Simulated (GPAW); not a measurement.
BiB3As2 (ordered alloy, started on the zincblende lattice) (P3m1): one start, several treatments of the self-energy. Symmetry: P3m1, No. 156, trigonal system. The conventional cell has a = 3.571 Å, b = 3.571 Å, c = 8.771 Å, α = 90.00°, β = 90.00°, γ = 120.00°. As has 4 B at 2.05 to 2.17 Å nearest. B has 4 As at 2.09 to 2.17 Å nearest. Nearest to As lie 4 B at 2.09 to 2.16 Å. Nearest to B lie 3 As at 2.16 Å and 1 Bi at 2.39 Å. Nearest to Bi lie 4 B at 2.26 to 2.39 Å. Nearest to B lie 1 As at 2.05 Å and 3 Bi at 2.26 Å. Farther neighbours, and contacts between anions beyond the nearest, are not listed. The calculation used DFT, PBE, plane waves, PAW (and 3 further levels or steps) in GPAW 26.7.0, with cutoff 600 eV, GPAW PAW setups 1.2.1 data release, 3×3×2 k-mesh, nbands 336. The G0W0, Godby-Needs plasmon pole is 0.926 eV, the one-shot HSE06 is 1.218 eV and the G0W0, extrapolated in the cutoff is 1.094 eV. The one-shot PBE0 is 1.881 eV, the G0W0, full frequency, Hilbert transform is 0.947 eV and the known limits are short of the basis limit; model gap, bands may invert with spin-orbit coupling; no spin-orbit coupling; coarse k mesh. It took 6 runs, 5.3 min in all on 4 MPI ranks of Arm Neoverse V1, shared host. One-shot HSE06: +0.292 eV against G0W0, Godby-Needs plasmon pole. G0W0, extrapolated in the cutoff: +0.168 eV against G0W0, Godby-Needs plasmon pole. The structure was built from a prototype and need not be the compound's stable phase. The structure was relaxed with PBE. The structure type comes from a generator and need not be one that this composition takes. Limits: no spin-orbit coupling. The 3×3×2 mesh is coarse for this cell, which bears on the long-range parts of exchange and screening.

[Paths, hosts, dates, memory and timing lines, banners, echoed tables and standing remarks are left out of the program output; an Ansatz launch command may be rebuilt from the run's recorded settings. Measured values are a selection of at most five: reports struck by readers or far from the other reports are left out. None is set beside runs whose start may be inverted or whose files or cutoffs have a known fault.]

[Runs of the session that timed out or met a known fault of the program may be left out.]

[Hosts, paths, dates, database ids (printed as entryN), source tags and the programs' standing remarks are cut or masked in the printed files.]

[Where the starting crystal was built by hand or by swapping elements, it need not be the compound's stable phase.]
